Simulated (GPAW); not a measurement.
# MnGaGe: a ladder in all numerical settings together, part 2 of 2

Two starts of MnGaGe are run at each rung of all numerical settings together. Which rung is enough?

GPAW 26.7.0; LDA; plane waves with GPAW's PAW setups, scalar-relativistic.

So far, largest spin moment in the augmentation sphere (μB): step 2 (rung 1 (280 eV, mesh 4×4×2), start ferro ++) 1.83; step 3 (rung 1 (280 eV, mesh 4×4×2), start antiferro +-) 1.98; step 4 (rung 2 (380 eV, mesh 4×4×4), start ferro ++) 1.83; step 5 (rung 2 (380 eV, mesh 4×4×4), start antiferro +-) 2.10; step 6 (rung 3 (500 eV, mesh 6×6×6), start ferro ++) 1.89.

### Step 7. Rung 3 (500 eV, mesh 6×6×6), start antiferro +-

Input file order2.py:

```python
import json
import numpy as np
from ase import Atoms
from ase.parallel import paropen, parprint
from gpaw import GPAW

atoms = Atoms(['Mn', 'Mn', 'Ga', 'Ga', 'Ge', 'Ge'],
    cell=[[3.945957, 0.0, 0.0],
         [0.0, 3.945957, 0.0],
         [0.0, 0.0, 5.910882]],
    scaled_positions=[[0.0, 0.0, 0.0],
         [0.5, 0.5, 0.0],
         [0.0, 0.5, 0.703773],
         [0.5, 0.0, 0.296227],
         [0.0, 0.5, 0.280947],
         [0.5, 0.0, 0.719053]],
    pbc=True,
    magmoms=[3.5, -3.5, 0.0, 0.0, 0.0, 0.0])
atoms.calc = GPAW(mode={'name': 'pw', 'ecut': 500},
    xc='LDA',
    kpts={'size': (6, 6, 6), 'gamma': True},
    occupations={'name': 'fermi-dirac', 'width': 0.1},
    convergence={'density': 1e-05, 'energy': 1e-05},
    maxiter=200,
    symmetry={'tolerance': 1e-4},
    txt='order2.txt')
e = atoms.get_potential_energy(force_consistent=True)
res = {'free_energy': e, 'energy_sigma0': atoms.get_potential_energy(), 'fermi_energy': atoms.calc.get_fermi_level()}
res['moments'] = atoms.get_magnetic_moments().tolist()
res['total'] = atoms.get_magnetic_moment()
parprint('site moments (muB):', np.round(res['moments'], 3))
parprint(f"total moment: {res['total']:.3f} muB")
parprint(f'free energy: {e:.6f} eV')
atoms.calc.write('order2.gpw')
with paropen('results.json', 'w') as f:
    json.dump(res, f)
```

Run with:

```console
$ OMP_NUM_THREADS=1 mpirun -n 2 gpaw python order2.py > order2.log
```

Numbers of over 12 decimals in the logs are rounded to 6 here.

Output:

```text
site moments (muB): [ 2.217 -2.218  0.     0.     0.     0.   ]
total moment: -0.000 muB
free energy: -39.611588 eV

--- order2.txt ---
Input parameters:
  mode=PW(ecut=500),
  convergence={'density': 1e-05, 'energy': 1e-05},
  kpts=MonkhorstPack(size=(6, 6, 6), gamma=True),
  maxiter=200,
  occupations=Occupations(name='fermi-dirac', width=0.1),
  symmetry=Symmetry(tolerance=0.0001),
  xc=XC(name='LDA')

[...]
|         17 |         5.796 |     1.000 |         5.796 |     1.000 |
|         18 |         6.513 |     1.000 |         6.513 |     1.000 |
[...]
|         27 |        12.428 |     0.000 |        12.428 |     0.000 |
|         28 |        12.499 |     0.000 |        12.499 |     0.000 |
|         29 |        13.168 |     0.000 |        13.168 |     0.000 |
|         30 |        13.168 |     0.000 |        13.168 |     0.000 |

No gap
No difference between direct/indirect transitions

[key lines of the parts left out:]
Free energy:     -39.611588
Converged in 14 steps
dipole moment: (-31.980068, -31.980068, -26.645783)  # |e|*Ang
Fermi level: 8.188
```

Elapsed: 74 s, on 2 MPI ranks of Arm Neoverse V1, shared host; peak memory 0.49 GiB; 2.5 min of CPU time.

Numbers from this step:

```
magnetization  : 0 μB
final state    : antiferromagnetic
largest moment : 2.218 μB
```

This start lies +104.7 meV a seeded atom from the first, a change of +15.0 meV since rung 2; its largest moment is 2.22 μB.

### Step 8. Rung 4 (700 eV, mesh 8×8×8), start ferro ++

Input file order1.py:

```python
import json
import numpy as np
from ase import Atoms
from ase.parallel import paropen, parprint
from gpaw import GPAW

atoms = Atoms(['Mn', 'Mn', 'Ga', 'Ga', 'Ge', 'Ge'],
    cell=[[3.945957, 0.0, 0.0],
         [0.0, 3.945957, 0.0],
         [0.0, 0.0, 5.910882]],
    scaled_positions=[[0.0, 0.0, 0.0],
         [0.5, 0.5, 0.0],
         [0.0, 0.5, 0.703773],
         [0.5, 0.0, 0.296227],
         [0.0, 0.5, 0.280947],
         [0.5, 0.0, 0.719053]],
    pbc=True,
    magmoms=[3.5, 3.5, 0.0, 0.0, 0.0, 0.0])
atoms.calc = GPAW(mode={'name': 'pw', 'ecut': 700},
    xc='LDA',
    kpts={'size': (8, 8, 8), 'gamma': True},
    occupations={'name': 'fermi-dirac', 'width': 0.05},
    convergence={'density': 1e-05, 'energy': 1e-05},
    maxiter=200,
    symmetry={'tolerance': 1e-4},
    txt='order1.txt')
e = atoms.get_potential_energy(force_consistent=True)
res = {'free_energy': e, 'energy_sigma0': atoms.get_potential_energy(), 'fermi_energy': atoms.calc.get_fermi_level()}
res['moments'] = atoms.get_magnetic_moments().tolist()
res['total'] = atoms.get_magnetic_moment()
parprint('site moments (muB):', np.round(res['moments'], 3))
parprint(f"total moment: {res['total']:.3f} muB")
parprint(f'free energy: {e:.6f} eV')
atoms.calc.write('order1.gpw')
with paropen('results.json', 'w') as f:
    json.dump(res, f)
```

Run with:

```console
$ OMP_NUM_THREADS=1 mpirun -n 2 gpaw python order1.py > order1.log
```

Output:

```text
site moments (muB): [ 1.914  1.914 -0.028 -0.028 -0.035 -0.035]
total moment: 3.793 muB
free energy: -39.776736 eV

--- order1.txt ---
Input parameters:
  mode=PW(ecut=700),
  convergence={'density': 1e-05, 'energy': 1e-05},
  kpts=MonkhorstPack(size=(8, 8, 8), gamma=True),
  maxiter=200,
  occupations=Occupations(name='fermi-dirac', width=0.05),
  symmetry=Symmetry(tolerance=0.0001),
  xc=XC(name='LDA')

[...]
|         18 |         6.465 |     1.000 |         7.452 |     1.000 |
[...]
|         27 |        11.986 |     0.000 |        12.663 |     0.000 |
|         28 |        12.063 |     0.000 |        12.731 |     0.000 |
|         29 |        13.085 |     0.000 |        13.309 |     0.000 |
|        ... |               |           |               |           |
|         34 |        14.520 |     0.000 |        14.607 |     0.000 |

No gap
No difference between direct/indirect transitions

[key lines of the parts left out:]
Free energy:     -39.776736
Converged in 16 steps
dipole moment: (-31.985424, -31.985424, -26.679908)  # |e|*Ang
Fermi level: 8.276
```

Run time: 4.4 min. Hardware: 2 MPI ranks; peak memory 0.85 GiB.

This step gave:

* magnetization: 3.793 μB
* final state: ferromagnetic
* largest moment: 1.914 μB

The largest moment moves by +0.02 μB from rung 3, at 2.8 times its CPU time.

### Step 9. Rung 4 (700 eV, mesh 8×8×8), start antiferro +-

order2.py is the script of step 7 with these lines changed:

```diff
@@ -18,6 +18,6 @@
     magmoms=[3.5, -3.5, 0.0, 0.0, 0.0, 0.0])
-atoms.calc = GPAW(mode={'name': 'pw', 'ecut': 500},
+atoms.calc = GPAW(mode={'name': 'pw', 'ecut': 700},
     xc='LDA',
-    kpts={'size': (6, 6, 6), 'gamma': True},
-    occupations={'name': 'fermi-dirac', 'width': 0.1},
+    kpts={'size': (8, 8, 8), 'gamma': True},
+    occupations={'name': 'fermi-dirac', 'width': 0.05},
     convergence={'density': 1e-05, 'energy': 1e-05},
```

Run with:

```console
$ OMP_NUM_THREADS=1 mpirun -n 2 gpaw python order2.py > order2.log
```

Output:

```text
site moments (muB): [ 2.289 -2.289  0.     0.    -0.    -0.   ]
total moment: -0.000 muB
free energy: -39.570506 eV

--- order2.txt ---
Input parameters:
  mode=PW(ecut=700),
  convergence={'density': 1e-05, 'energy': 1e-05},
  kpts=MonkhorstPack(size=(8, 8, 8), gamma=True),
  maxiter=200,
  occupations=Occupations(name='fermi-dirac', width=0.05),
  symmetry=Symmetry(tolerance=0.0001),
  xc=XC(name='LDA')

[...]
|         17 |         5.791 |     1.000 |         5.791 |     1.000 |
|         18 |         6.494 |     1.000 |         6.494 |     1.000 |
[...]
|         27 |        12.436 |     0.000 |        12.436 |     0.000 |
|         28 |        12.502 |     0.000 |        12.502 |     0.000 |
|         29 |        13.164 |     0.000 |        13.164 |     0.000 |
|         30 |        13.164 |     0.000 |        13.164 |     0.000 |

No gap
No difference between direct/indirect transitions

[key lines of the parts left out:]
Free energy:     -39.570506
Converged in 14 steps
dipole moment: (-31.980450, -31.980450, -26.642211)  # |e|*Ang
Fermi level: 8.194
```

Elapsed: 3.4 min, on 2 MPI ranks; peak memory 0.81 GiB.

Numbers from this step:

```yaml
magnetization: 0 μB
final_state: antiferromagnetic
largest_moment: 2.289 μB
```

This start lies +103.1 meV a seeded atom from the first, a change of -1.6 meV since rung 3; its largest moment is 2.29 μB.

### Step 10. The rungs together

Ladder, by row:

```tsv
rung	cutoff (eV)	mesh	smearing (eV)	state from the first start	state from the second start	second less first (meV a seeded atom)	moment, first (μB)	moment, second (μB)	CPU time (s)
1	280	4x4x2	0.2	ferromagnetic	antiferromagnetic	58.7	1.829	1.983	52.89
2	380	4x4x4	0.15	ferromagnetic	antiferromagnetic	89.72	1.831	2.103	116.8
3	500	6x6x6	0.1	ferromagnetic	antiferromagnetic	104.7	1.893	2.218	339.8
4	700	8x8x8	0.05	ferromagnetic	antiferromagnetic	103.1	1.914	2.289	935.5
```

### Step 11. What came out

```json
{
  "range of the moment in the table, first start": "1.83 to 1.91 μB",
  "range of CPU time": "53 s to 16 min",
  "range of the energy difference": "58.7 to 105 meV a seeded atom",
  "first rung from which all stay within 5.2 meV of the last": "3"
}
```

From rung 3 on the result stays within 1.6 meV of the last rung, inside the margin of 5.2 meV set for it, at 36 % of the last rung's cost. The first start ends lower on every rung of the table; whether functional and cell give the true order is another question.

[Logs and program files are shortened in this print: banners, set-up blocks, solver, clock and traceback lines can be left out without a mark of their own.]

[Logs are printed without paths, hosts, clocks, repeated set-up lines and the standing remarks that a program may print on its own settings, such as how far it seeks lower states.]

[Hosts, paths, dates, database ids (printed as entryN), source tags and the programs' standing remarks are cut or masked in the printed files.]

[Where a cell is said to come from a database of computed structures, the database is the Materials Project.]
